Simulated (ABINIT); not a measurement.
# Quasiparticle gap of GaN (F-43m) in ABINIT

Aim: the G0W0 gap of GaN (F-43m) on LDA, step by step.

Main program and level: ABINIT 10.8.3; LDA and many-body steps on it, plane waves.

**1. The structure**

Symmetry: F-43m, No. 216, cubic system. Conventional cell: a = 4.507 Å, b = 4.507 Å, c = 4.507 Å, α = 90.00°, β = 90.00°, γ = 90.00°. Nearest to Ga lie 4 N at 1.95 Å. Nearest to N lie 4 Ga at 1.95 Å. Farther neighbours and most contacts between anions are not listed.

The cell and positions are those that the Materials Project relaxed with its own functionals (PBE, PBE+U or r2SCAN), kept fixed. This is not the form that GaN usually takes at ambient conditions.

**2. Ground state**

This step: ABINIT 10.8.3; DFT, LDA, plane waves, norm-conserving pseudopotentials.

The ground-state density comes first.

run.abi reads:

```
acell 3*1.0 Angstrom
rprim 
  0.000000000000 2.253500607500 2.253500607500
  2.253500607500 0.000000000000 2.253500607500
  2.253500607500 2.253500607500 0.000000000000
ntypat 2
znucl 31 7
natom 2
typat 1 2
xred 
  0.000000000000 0.000000000000 0.000000000000
  0.750000000000 0.750000000000 0.750000000000
pp_dirpath "pseudos"
pseudos "Ga.upf, N.upf"
ecut 36
ngkpt 8 8 8
nshiftk 1
shiftk 0 0 0
kptopt 1
chksymbreak 0
nband 14
occopt 1
tolvrs 1e-10
nstep 60
prtwf 0
optforces 0
optstress 0
indata_prefix "in"
outdata_prefix "out"
tmpdata_prefix "tmp"
```

Launch:

```
> OMP_NUM_THREADS=1 mpirun -n 4 abinit run.abi > log
```

Numbers of over 12 decimals in the logs are rounded to 6 here.

The program printed:

```text
.Version 10.8.3 of ABINIT. v10.8.2 released Aug 2026.

 Symmetries : space group F-4 3 m (#216); Bravais cF (face-center cubic)
================================================================================
 Values of the parameters that define the memory need of the present run
     intxc =       0    ionmov =       0      iscf =       7    lmnmax =       6
     lnmax =       6     mgfft =      36  mpssoang =       3    mqgrid =    3001
     natom =       2  nloc_mem =       1    nspden =       1   nspinor =       1
    nsppol =       1      nsym =      24    n1xccc =    2501    ntypat =       2
    occopt =       1   xclevel =       1
-    mband =          14        mffmem =           1         mkmem =           8
       mpw =        1612          nfft =       46656          nkpt =          29
================================================================================
  Rough estimation (10% accuracy) of disk space for files :
================================================================================

--------------------------------------------------------------------------------
------------- Echo of variables that govern the present computation ------------
--------------------------------------------------------------------------------
 -outvars: echo values of preprocessed input variables --------
            acell      1.8897261259E+00  1.8897261259E+00  1.8897261259E+00 Bohr

      chksymbreak           0
             ecut      3.60000000E+01 Hartree
-          fftalg         312

              ixc       -1012
              kpt      0.00000000E+00  0.00000000E+00  0.00000000E+00
                       1.25000000E-01  0.00000000E+00  0.00000000E+00
                       2.50000000E-01  0.00000000E+00  0.00000000E+00
                       3.75000000E-01  0.00000000E+00  0.00000000E+00
                       5.00000000E-01  0.00000000E+00  0.00000000E+00
                       1.25000000E-01  1.25000000E-01  0.00000000E+00
                       2.50000000E-01  1.25000000E-01  0.00000000E+00
                       3.75000000E-01  1.25000000E-01  0.00000000E+00
                       5.00000000E-01  1.25000000E-01  0.00000000E+00
   [... 18 further rows ...]
                      -3.75000000E-01  5.00000000E-01  1.25000000E-01
                      -2.50000000E-01  5.00000000E-01  2.50000000E-01
         kptrlatt        8    0    0      0    8    0      0    0    8
          kptrlen      4.81794160E+01
P           mkmem           8
            natom           2
            nband          14
            ngfft          36      36      36
             nkpt          29
            nstep          60
             nsym          24
           ntypat           2
              occ      2.000000  2.000000  2.000000  2.000000  2.000000  2.000000
                       2.000000  2.000000  2.000000  0.000000  0.000000  0.000000
                       0.000000  0.000000
        optforces           0
        optstress           0
            prtwf           0
            rprim      0.0000000000E+00  2.2535006075E+00  2.2535006075E+00
[...]
spgroup         216

           tolvrs      1.00000000E-10

             xred      0.0000000000E+00  0.0000000000E+00  0.0000000000E+00
[...]
znucl       31.00000    7.00000

================================================================================

 chkinp: Checking input parameters for consistency.

================================================================================
== DATASET  1 ==================================================================
-   mpi_nproc: 4, omp_nthreads: 1 (-1 if OMP is not activated)

--- !DatasetInfo
iteration_state: {dtset: 1, }
dimensions: {natom: 2, nkpt: 29, mband: 14, nsppol: 1, nspinor: 1, nspden: 1, mpw: 1612, }
cutoff_energies: {ecut:  36.0, pawecutdg:  -1.0, }
electrons: {nelect:   1.80000000E+01, charge:   0.00000000E+00, occopt:   1.00000000E+00, tsmear:   1.00000000E-02, }

 Real(R)+Recip(G) space primitive vectors, cartesian coordinates (Bohr,Bohr^-1):
 R(1)=  0.0000000  4.2584990  4.2584990  G(1)= -0.1174123  0.1174123  0.1174123
 R(2)=  4.2584990  0.0000000  4.2584990  G(2)=  0.1174123 -0.1174123  0.1174123
 R(3)=  4.2584990  4.2584990  0.0000000  G(3)=  0.1174123  0.1174123 -0.1174123
 Unit cell volume ucvol=  1.5445417E+02 bohr^3
 Angles (23,13,12)=  6.00000000E+01  6.00000000E+01  6.00000000E+01 degrees

 getcut: wavevector=  0.0000  0.0000  0.0000  ngfft=  36  36  36
         ecut(hartree)=     36.000   => boxcut(ratio)=   2.21317

 getcut : COMMENT -
  Note that boxcut > 2.2 ; recall that boxcut=Gcut(box)/Gcut(sphere) = 2
  is sufficient for exact treatment of convolution.
  Such a large boxcut is a waste : you could raise ecut
  e.g. ecut=   44.083054 Hartrees makes boxcut=2

--- Pseudopotential description ------------------------------------------------
- Ga Generated using ONCVPSP code by D. R. Hamann
- 31.00000  13.00000  180309                  znucl, zion, pspdat
12 -1012 2 -1 1858                            pspcod,pspxc,lmax,lloc,mmax
     nproj     2     2     2
  pspatm : epsatm=   24.58383104
         --- l  ekb(1:nproj) -->
[...]
pspatm: atomic psp has been read  and splines computed

- N Generated using ONCVPSP code by D. R. Hamann
-  7.00000   5.00000  180309                  znucl, zion, pspdat
12 -1012 1 -1 1058                            pspcod,pspxc,lmax,lloc,mmax
     nproj     2     2     0
  pspatm : epsatm=    5.30777321
         --- l  ekb(1:nproj) -->
[...]
1   -4.361519   -1.032581
 pspatm: atomic psp has been read  and splines computed

   5.38048876E+02                                ecore*ucvol(ha*bohr**3)
--------------------------------------------------------------------------------

_setup2: Arith. and geom. avg. npw (full set) are    1592.775    1592.755

================================================================================

--- !BeginCycle
iteration_state: {dtset: 1, }
solver: {iscf: 7, nstep: 60, nline: 4, wfoptalg: 0, }
tolerances: {tolvrs: 1.00E-10, }

     iter   Etot(hartree)      deltaE(h)  residm     vres2
 ETOT  1  -86.269676341680    -8.627E+01 5.952E-01 6.719E+02
 ETOT  2  -86.622978041505    -3.533E-01 2.056E-02 6.857E+02
 ETOT  3  -86.773032725535    -1.501E-01 4.279E-03 1.579E+00
 ETOT  4  -86.773272448812    -2.397E-04 1.399E-03 2.150E-01
 ETOT  5  -86.773319194005    -4.675E-05 5.139E-04 1.504E-02
 ETOT  6  -86.773321858481    -2.664E-06 2.783E-04 1.304E-04
 ETOT  7  -86.773321874815    -1.633E-08 9.612E-05 6.766E-06
 ETOT  8  -86.773321876575    -1.761E-09 5.074E-05 1.568E-07
 ETOT  9  -86.773321876619    -4.363E-11 1.745E-05 5.350E-10
 ETOT 10  -86.773321876621    -1.592E-12 9.169E-06 8.407E-11

 At SCF step   10       vres2   =  8.41E-11 < tolvrs=  1.00E-10 =>converged.

--- !ResultsGS
iteration_state: {dtset: 1, }
comment   : Summary of ground state results
lattice_vectors:
- [  0.0000000,   4.2584990,   4.2584990, ]
- [  4.2584990,   0.0000000,   4.2584990, ]
- [  4.2584990,   4.2584990,   0.0000000, ]
lattice_lengths: [   6.02243,    6.02243,    6.02243, ]
lattice_angles: [ 60.000,  60.000,  60.000, ] # degrees, (23, 13, 12)
lattice_volume:   1.5445417E+02
convergence: {deltae: -1.592E-12, res2:  8.407E-11, residm:  9.169E-06, diffor:  0.000E+00, }
etotal    :  -8.67733219E+01
entropy   :   0.00000000E+00
fermie    :   1.82122820E-01
cartesian_stress_tensor: null
pressure_GPa: null
xred      :
- [  0.0000E+00,   0.0000E+00,   0.0000E+00, Ga]
- [  7.5000E-01,   7.5000E-01,   7.5000E-01,  N]
cartesian_forces: null
force_length_stats: {min: null, max: null, mean: null, }

 Integrated electronic density in atomic spheres:
 ------------------------------------------------
 Atom  Sphere_radius  Integrated_density
    1        2.00000         10.89766627
    2        2.00000          5.19294986
================================================================================

 ----iterations are completed or convergence reached----

 Mean square residual over all n,k,spin=   38.760E-09; max=  91.692E-07
 reduced coordinates (array xred) for    2 atoms
       0.000000000000      0.000000000000      0.000000000000
       0.750000000000      0.750000000000      0.750000000000
 rms dE/dt=  0.0000E+00; max dE/dt=  0.0000E+00; dE/dt below (all hartree)
    1       0.000000000000      0.000000000000      0.000000000000
    2       0.000000000000      0.000000000000      0.000000000000

 cartesian coordinates (angstrom) at end:
    1      0.000000     0.000000     0.000000
    2      3.380251     3.380251     3.380251
 length scales=  1.889726125908  1.889726125908  1.889726125908 bohr
              =  1.000000000000  1.000000000000  1.000000000000 angstroms
 prteigrs : about to open file out_EIG
 Fermi (or HOMO) energy (hartree) =   0.18212   Average Vxc (hartree)=  -0.44850
 Eigenvalues (hartree) for nkpt=  29  k points:
 kpt#   1, nband= 14, wtk=  0.00195, kpt=  0.0000  0.0000  0.0000 (reduced coord)
  -0.39795   -0.31915   -0.31915   -0.31915   -0.30775   -0.30775    0.18212    0.18212
   0.18212    0.24715    0.55535    0.55535    0.55535    0.81792
 prteigrs : prtvol=0 or 1, do not print more k-points.

--- !EnergyTerms
iteration_state     : {dtset: 1, }
comment             : Components of total free energy in Hartree
kinetic             :  6.99317519623311E+01
hartree             :  2.17732908035195E+01
xc                  : -2.36601916511532E+01
Ewald energy        : -5.83371585177303E+01
psp_core            :  3.48355035493719E+00
local_psp           : -6.06394422649962E+01
non_local_psp       : -3.93251225635285E+01
total_energy        : -8.67733218766205E+01
total_energy_eV     : -2.36122237743155E+03
band_energy         : -3.36024241435556E+00

== END DATASET(S) ==============================================================
================================================================================

 -outvars: echo values of variables after computation  --------
           etotal     -8.6773321877E+01
            nband          14
             nkpt          29
          spgroup         216
 [... the other variables as echoed above ...]

 Calculation completed.
```

It took 7 s on 4 MPI ranks of Arm Neoverse V2, shared host; peak memory 0.29 GiB; 27 s of CPU time.

This step gave:

| Property | Result |
| --- | --- |
| total energy | -2361.2224 eV |
| gap | 1.770 eV |
| k of the valence top | 0, 0, 0 |
| k of the conduction bottom | 0, 0, 0 |
| least direct gap | 1.770 eV |

The gap is direct, at Γ.

(Part 1 of 3 ends here.)

[Paths, hosts, dates, memory and timing lines, banners, echoed tables and standing remarks are left out of the program output.]

[Logs are printed without paths, hosts, clocks, repeated set-up lines and the standing remarks that a program may print on its own settings, such as how far it seeks lower states.]

[Runs of the session that timed out or met a known fault of the program may be left out.]

[No measured gap is set beside runs whose start may be inverted or whose files or cutoffs have a known fault.]

[Hosts, paths, dates, database ids (printed as entryN), source tags and the programs' standing remarks are cut or masked in the printed files.]

[G0W0 gaps are taken among the corrected bands and points alone; a level outside them can change the order at an edge.]

[Where Ansatz stands beside ABINIT at settings called matched, ABINIT's density can come from a denser mesh and the files from another edition; pairs whose starting gaps differed by over 0.03 eV were left out, so agreement reads better than it is.]
